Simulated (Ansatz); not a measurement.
# Pb(111) with 4 thermally displaced layers, 2x2: scattering by thermal displacements

Aim: the resistivity of Pb at 300 K from frozen thermal displacements between perfect leads. The measured value for the pure metal at this temperature is 21.3 µΩ cm (CRC Handbook of Chemistry and Physics, 84th ed., 2003, Electrical Resistivity of Pure Metals).

Main program and level: Ansatz 0.2.0; Ansatz plane-wave DFT, PBE, PAW files; ballistic transport by layer matching (Landauer), zero bias; PAW set soft_1.

This is a report of a sequence of runs, with most program output left out.

## (1) The starting structure

The cell holds 40 atoms: 40 Pb. Cell: a = 7.001 Å, b = 7.001 Å, c = 28.655 Å, α = 93.5°, β = 86.5°, γ = 120.0°. It derives from Pb. Regions: lead, 24 atoms (24 Pb); scattering region, 16 atoms (16 Pb). The structure is stacked along c, and the current runs across the ab planes.

## (2) With 4 displaced layers

Each atom of 4 layers is moved at random, by amounts drawn from a normal law 0.1385 Å wide in each direction from the Debye model (105 K) at 300 K. The layers about the cell's end stay perfect and serve as the lead. Disorder leaves little or no symmetry, which makes such runs dear. Energies from -0.05 to 0.05 eV in steps of 0.05 eV are too few for the program's thermal sum, so it prints no conductance; for a metal the transmission near the Fermi level serves, at a fraction of the cost.

The input, input.yaml:

```yaml
crystal:
  lattice:
    - [7.0014885046, 0.0, 0.0]
    - [-3.5007442523, 6.0634669093, 0.0]
    - [1.7503721261, -1.0105778182, 28.583457127]
  atoms:
    - { symbol: Pb, position: [0.9916666667, 0.0083333333, 0.05] }
    - { symbol: Pb, position: [0.9916666667, 0.5083333333, 0.05] }
    - { symbol: Pb, position: [0.4916666667, 0.0083333333, 0.05] }
    - { symbol: Pb, position: [0.4916666667, 0.5083333333, 0.05] }
    - { symbol: Pb, position: [0.1416666667, 0.3583333333, 0.15] }
    - { symbol: Pb, position: [0.1416666667, 0.8583333333, 0.15] }
    - { symbol: Pb, position: [0.6416666667, 0.3583333333, 0.15] }
    - { symbol: Pb, position: [0.6416666667, 0.8583333333, 0.15] }
[... 28 atom lines left out ...]
    - { symbol: Pb, position: [0.8416666667, 0.1583333333, 0.95] }
    - { symbol: Pb, position: [0.8416666667, 0.6583333333, 0.95] }
    - { symbol: Pb, position: [0.3416666667, 0.1583333333, 0.95] }
    - { symbol: Pb, position: [0.3416666667, 0.6583333333, 0.95] }
kpoints:
  mp_grid: { grid: [4, 4, 1] }
hamiltonian:
  xc: pbe
  pseudopotentials: { kind: paw, azcp: { folder: soft_1 } }
scf:
  occupations: { method: fermi_dirac, width: 0.1 }
output:
  transmission: { leads: [[0, 4]], kmesh: [8, 8], e_range: [-0.05, 0.05], de: 0.05 }
  write_potential: true
  write_density: true
  volumetric_format: npy
  elf: true
```

The run is started by

```bash
$ ansatz run input.yaml --threads 4 --pin off --max-ram 15360MiB --backend cpu --events-out ev --progress --plain --runs-dir out
```

Run time: 21 min. Hardware: 4 threads of Arm Neoverse V1, shared host; peak memory 7.7 GiB.

This step gave:

```
free energy                                    : -476352.5427 eV
energy at zero smearing                        : -476352.2169 eV
Fermi energy                                   : 11.14 eV
cell area                                      : 42.45 Å²
transmission per spin nearest the Fermi level  : 4.243
open channels per spin nearest the Fermi level : 4.922
step of the lead's potential                   : 9.2 meV
```

Per spin. The transmission, zone mean by energy, zero at the Fermi level:

| energy (eV) | transmission, zone mean |
| --- | --- |
| -0.0500 | 4.24 |
| 0.0000 | 4.24 |
| 0.0500 | 4.50 |

Per spin. Table of open channels, zone mean, lead by energy, zero at the Fermi level:

| energy (eV) | open channels, zone mean, lead |
| --- | --- |
| -0.0500 | 4.89 |
| 0.0000 | 4.92 |
| 0.0500 | 5.17 |

Transmission over k1 and k2. At 0.0000 eV from the Fermi level.

Ten even steps from '0' (1.00) to '9' (5.72):
```
97476887
96545698
97443478
46640466
98743447
98965456
97886747
59995999
```
Columns: k1 (b1) from -0.5 to 0.375; rows upwards: k2 (b2) from -0.5 to 0.375.

Open channels over k1 and k2. At 0.0000 eV from the Fermi level.

Values, 8 rows by 8 columns:
```
6.00 5.00 4.00 6.00 5.00 6.00 6.00 6.00
6.00 5.00 4.00 3.00 4.00 5.00 6.00 6.00
6.00 6.00 3.00 4.00 4.00 3.00 5.00 6.00
4.00 5.00 4.00 4.00 1.00 4.00 4.00 5.00
6.00 6.00 5.00 3.00 4.00 4.00 3.00 6.00
6.00 6.00 6.00 5.00 4.00 3.00 4.00 5.00
6.00 6.00 6.00 6.00 5.00 6.00 4.00 5.00
4.00 6.00 6.00 6.00 4.00 6.00 6.00 6.00
```
Columns: k1 (b1) from -0.5 to 0.375; rows upwards: k2 (b2) from -0.5 to 0.375.

Valence density in the ca plane at fractional y = 0.929, with atoms of Pb within 0.2 Å of it. It is the smooth field of the valence electrons, not physical close to the nuclei.

Ten steps, logarithmic in the rise over the least value, from '0' (0.0 e/Å³) to '9' (6.8 e/Å³), each cell a mean:
```
11221101234432101233211111111000122111247887
11222111245542100111100122221111233211124665
11222111245542100000000123432112344321112333
11121101234432111121100134443112344421001111
11111000122221113443211123432112344321011111
11110000011111125676421122322111223211123332
11110000000101136898642112211000111111135665
11110000011111147999742111110000011111247887
11111000122211136898642111110000011111258998
11221111344432124676531111110000111111257998
11222112467653112343321223321001122211235776
11222112578763111222211234432111233321123444
11221112467753211232212345542111344321111222
11111112356642123455422245542111234321001111
11111001233332124788642234432101223221112222
11110000112211135899853222221000112111124554
11110000011111135899863111110000011111246776
11111000011111124788752111100000001111258998
11111000122221113466532111100000011111258998
```
Columns run along c (16.0 Å, from fractional 0.22 to 0.78 of the cell), rows up along a (7.0 Å). Atoms in or near the plane, at fractional coordinates: Pb at (0.45, 0.14), Pb at (0.45, 0.58), Pb at (0.75, 0.04), Pb at (0.75, 0.54).

ELF in the ca plane at fractional y = 0.929, with atoms of Pb within 0.2 Å of it. It is the smooth field of the valence electrons, not physical close to the nuclei.

Values, 10 rows by 16 columns, each cell a mean:
```
0.26 0.29 0.21 0.37 0.37 0.20 0.29 0.28 0.20 0.28 0.21 0.23 0.31 0.23 0.36 0.33
0.25 0.28 0.21 0.38 0.38 0.21 0.21 0.17 0.25 0.37 0.29 0.29 0.39 0.27 0.24 0.31
0.21 0.20 0.15 0.28 0.29 0.27 0.40 0.33 0.25 0.34 0.28 0.26 0.36 0.26 0.23 0.27
0.21 0.19 0.12 0.17 0.20 0.33 0.20 0.33 0.25 0.26 0.19 0.17 0.25 0.22 0.37 0.37
0.21 0.21 0.18 0.30 0.27 0.30 0.25 0.34 0.24 0.22 0.14 0.14 0.21 0.23 0.33 0.12
0.27 0.29 0.26 0.39 0.38 0.25 0.35 0.31 0.25 0.32 0.21 0.21 0.30 0.24 0.36 0.33
0.25 0.27 0.26 0.37 0.38 0.25 0.29 0.27 0.30 0.40 0.28 0.27 0.37 0.27 0.24 0.30
0.21 0.20 0.19 0.34 0.33 0.28 0.35 0.34 0.30 0.36 0.27 0.24 0.33 0.25 0.23 0.26
0.21 0.18 0.13 0.22 0.24 0.31 0.18 0.25 0.28 0.26 0.18 0.15 0.23 0.22 0.36 0.37
0.21 0.21 0.15 0.26 0.25 0.27 0.37 0.37 0.24 0.19 0.13 0.14 0.20 0.23 0.33 0.12
```
Columns run along c (16.0 Å, from fractional 0.22 to 0.78 of the cell), rows up along a (7.0 Å). Atoms in or near the plane, at fractional coordinates: Pb at (0.45, 0.14), Pb at (0.45, 0.58), Pb at (0.75, 0.04), Pb at (0.75, 0.54).

Electrostatic potential energy in the ca plane at fractional y = 0.929, with atoms of Pb within 0.2 Å of it. With pseudopotentials it is smooth inside the atoms' cores, unlike the true potential.

Ten even steps from '0' (-31 eV) to '9' (14 eV), each cell a mean:
```
99999999986789999988899999999999999999961000
99889999864478999999999998889999888899986324
99999999874468999999999987788999866789998888
99999999986679999999999987678999765789999999
99999999998889998767899987778999877789999999
99999999999999985202589998889999988899998778
99999999999999972000279999999999999999985225
99999999999999971010069999999999999999850000
99999999998999983000179999999999999999840010
99999999865689997312589999999999999999850000
99889998621258999877899988899999988999973002
99889998500037999999999876689999877899998657
99999998610038999888999864478999876789999989
99999999752368998645789875578999877789999999
99999999987789986100278987789999988899999889
99999999999999984000048998899999999999987557
99999999999999984011038999999999999999972002
99999999999999996100058999999999999999840000
99999999998899998632589999999999999999840010
```
Columns run along c (16.0 Å, from fractional 0.22 to 0.78 of the cell; values clipped at the 3rd and 97th percentile), rows up along a (7.0 Å). Atoms in or near the plane, at fractional coordinates: Pb at (0.45, 0.14), Pb at (0.45, 0.58), Pb at (0.75, 0.04), Pb at (0.75, 0.54).

Over the solved energies the transmission per spin lies between 4.24 and 4.50, out of 4.99 channels of the lead on average (up to 5.17).

## (3) With 8 displaced layers

Each atom of 8 layers is moved at random, by amounts drawn from a normal law 0.1385 Å wide in each direction from the Debye model (105 K) at 300 K. A fresh draw is used; the growth of the resistance with length is what counts.

System of this step: Pb(111) with 8 thermally displaced layers, 2x2. The cell holds 56 atoms: 56 Pb. Cell: a = 7.001 Å, b = 7.001 Å, c = 40.068 Å, α = 87.5°, β = 92.5°, γ = 120.0°. It derives from Pb. Regions: lead, 24 atoms (24 Pb); scattering region, 32 atoms (32 Pb). The structure is stacked along c, and the current runs across the ab planes.

The input, input.yaml:

```yaml
crystal:
  lattice:
    - [7.0014885046, 0.0, 0.0]
    - [-3.5007442523, 6.0634669093, 0.0]
    - [-1.7503721261, 1.0105778182, 40.0168399779]
  atoms:
    - { symbol: Pb, position: [0.005952381, 0.994047619, 0.0357142857] }
    - { symbol: Pb, position: [0.005952381, 0.494047619, 0.0357142857] }
    - { symbol: Pb, position: [0.505952381, 0.994047619, 0.0357142857] }
    - { symbol: Pb, position: [0.505952381, 0.494047619, 0.0357142857] }
    - { symbol: Pb, position: [0.1845238095, 0.3154761905, 0.1071428571] }
    - { symbol: Pb, position: [0.1845238095, 0.8154761905, 0.1071428571] }
    - { symbol: Pb, position: [0.6845238095, 0.3154761905, 0.1071428571] }
    - { symbol: Pb, position: [0.6845238095, 0.8154761905, 0.1071428571] }
[... 44 atom lines left out ...]
    - { symbol: Pb, position: [0.3273809524, 0.1726190476, 0.9642857143] }
    - { symbol: Pb, position: [0.3273809524, 0.6726190476, 0.9642857143] }
    - { symbol: Pb, position: [0.8273809524, 0.1726190476, 0.9642857143] }
    - { symbol: Pb, position: [0.8273809524, 0.6726190476, 0.9642857143] }
kpoints:
  mp_grid: { grid: [4, 4, 1] }
hamiltonian:
  xc: pbe
  pseudopotentials: { kind: paw, azcp: { folder: soft_1 } }
scf:
  occupations: { method: fermi_dirac, width: 0.1 }
output:
  transmission: { leads: [[0, 4]], kmesh: [8, 8], e_range: [-0.05, 0.05], de: 0.05 }
  write_potential: true
  write_density: true
  volumetric_format: npy
```

The job ended after 33 min (4 threads; peak memory 9 GiB).

This step gave:

```yaml
free_energy: -666892.7184 eV
energy_at_zero_smearing: -666892.2407 eV
fermi_energy: 11.17 eV
transmission_per_spin_nearest_the_fermi_level: 3.758
open_channels_per_spin_nearest_the_fermi_level: 5.172
step_of_the_lead_s_potential: 17.1 meV
```

Per spin. The transmission, zone mean by energy, zero at the Fermi level:

| energy (eV) | transmission, zone mean |
| --- | --- |
| -0.0500 | 3.65 |
| 0.0000 | 3.76 |
| 0.0500 | 3.80 |

Over the solved energies the transmission per spin lies between 3.65 and 3.80, out of 5.08 channels of the lead on average (up to 5.17).

## (4) With 12 displaced layers

Each atom of 12 layers is moved at random, by amounts drawn from a normal law 0.1385 Å wide in each direction from the Debye model (105 K) at 300 K. A fresh draw is used; the growth of the resistance with length is what counts.

System of this step: Pb(111) with 12 thermally displaced layers, 2x2. The cell holds 72 atoms: 72 Pb. Cell: a = 7.001 Å, b = 7.001 Å, c = 51.450 Å, α = 90.0°, β = 90.0°, γ = 120.0°. It derives from Pb. Regions: lead, 24 atoms (24 Pb); scattering region, 48 atoms (48 Pb). The structure is stacked along c, and the current runs across the ab planes.

The input, input.yaml:

```yaml
crystal:
  lattice:
    - [7.0014885046, 0.0, 0.0]
    - [-3.5007442523, 6.0634669093, 0.0]
    - [0.0, 0.0, 51.4502228287]
  atoms:
    - { symbol: Pb, position: [0.0, 0.0, 0.0277777778] }
    - { symbol: Pb, position: [0.0, 0.5, 0.0277777778] }
    - { symbol: Pb, position: [0.5, 0.0, 0.0277777778] }
    - { symbol: Pb, position: [0.5, 0.5, 0.0277777778] }
    - { symbol: Pb, position: [0.1666666667, 0.3333333333, 0.0833333333] }
    - { symbol: Pb, position: [0.1666666667, 0.8333333333, 0.0833333333] }
    - { symbol: Pb, position: [0.6666666667, 0.3333333333, 0.0833333333] }
    - { symbol: Pb, position: [0.6666666667, 0.8333333333, 0.0833333333] }
[... 60 atom lines left out ...]
    - { symbol: Pb, position: [0.3333333333, 0.1666666667, 0.9722222222] }
    - { symbol: Pb, position: [0.3333333333, 0.6666666667, 0.9722222222] }
    - { symbol: Pb, position: [0.8333333333, 0.1666666667, 0.9722222222] }
    - { symbol: Pb, position: [0.8333333333, 0.6666666667, 0.9722222222] }
kpoints:
  mp_grid: { grid: [4, 4, 1] }
hamiltonian:
  xc: pbe
  pseudopotentials: { kind: paw, azcp: { folder: soft_1 } }
scf:
  occupations: { method: fermi_dirac, width: 0.1 }
output:
  transmission: { leads: [[0, 4]], kmesh: [8, 8], e_range: [-0.05, 0.05], de: 0.05 }
  write_potential: true
  write_density: true
  volumetric_format: npy
```

It took 51 min on 4 threads; peak memory 10 GiB.

Numbers from this step:

```
free energy                                   : -857432.6629 eV
energy at zero smearing                       : -857432.1042 eV
Fermi energy                                  : 11.21 eV
transmission per spin nearest the Fermi level : 3.295
step of the lead's potential                  : 16.8 meV
```

Per spin. Table of transmission, zone mean by energy, zero at the Fermi level:

| energy (eV) | transmission, zone mean |
| --- | --- |
| -0.0500 | 3.21 |
| 0.0000 | 3.29 |
| 0.0500 | 3.36 |

Over the solved energies the transmission per spin lies between 3.21 and 3.36, out of 5.23 channels of the lead on average (up to 5.36).

## (5) The fit

This step: Ansatz plane-wave DFT, PBE, PAW files; ballistic transport by layer matching (Landauer), zero bias; resistivity from the slope of the area resistance; PAW set soft_1 (Ansatz 0.2.0).

This step gave:

```
resistivity           : 19.71 µΩ cm
intercept             : -0.05868 fΩ m²
scatter about the fit : 0.003101 fΩ m²
```

Resistance, by row:

| run | length (Å) | T | channels N | RA (fΩ m²) |
| --- | --- | --- | --- | --- |
| n4 | 11.43 | 4.328 | 4.995 | 0.1689 |
| n8 | 22.87 | 3.736 | 5.078 | 0.3877 |
| n12 | 34.3 | 3.288 | 5.234 | 0.6197 |

Area resistance against length of the displaced region:

| length of the displaced region (Å) | area resistance (fΩ m²) |
| --- | --- |
| 11.43 | 0.169 |
| 22.87 | 0.388 |
| 34.30 | 0.620 |

The area resistance goes from 0.17 to 0.62 fΩ m² between 11 and 34.3 Å, a slope of 20 µΩ cm.

By hand from the end points: (0.6197 − 0.1689) fΩ m² / (34.30 − 11.4) Å = 20 µΩ cm, since 1 fΩ m² per Å is 1000 µΩ cm.

## (6) Results

```
resistivity from the slope  : 19.7 µΩ cm
area resistance over 11.4 Å : 0.169 fΩ m²
area resistance over 22.9 Å : 0.388 fΩ m²
area resistance over 34.3 Å : 0.620 fΩ m²
```

The slope gives 20 µΩ cm. The points scatter by 0.0031 fΩ m² about the line, with one random draw a length in a 2x2 cell, so the slope is a rough value. The mean square of the displacements drawn is 0.78, 0.91 and 1.0 of the nominal one at the three lengths; with each resistance scaled back by that, the slope is 17 µΩ cm, the value used below. The lead's own channel count moves between the runs (4.99, 5.08 and 5.23), which shifts RA and the slope too. Read with a model of isotropic scattering on a spherical Fermi surface and the lead's 0.91×10¹⁵ S/m², this slope means a mean free path near 52 Å; over these lengths the model's slope is 1.06 times its bulk resistivity, which would be 16 µΩ cm. Uncorrelated displacements put too much weight on short waves, which scatter strongly; with the sideways repeat of a small cell, one draw and three short lengths, the method is good to a factor of two or three. The measured value is 21.3 µΩ cm (CRC Handbook of Chemistry and Physics, 84th ed., 2003, Electrical Resistivity of Pure Metals); the scaled slope is 0.80 times that and the corrected value 0.75: fair for so small a cell. Spin-orbit coupling is left out, which matters for Pb.

[Logs are printed without paths, hosts, clocks, repeated set-up lines and the standing remarks that a program may print on its own settings, such as how far it seeks lower states.]

[Hosts, paths, dates, database ids (printed as entryN), source tags and the programs' standing remarks are cut or masked in the printed files.]
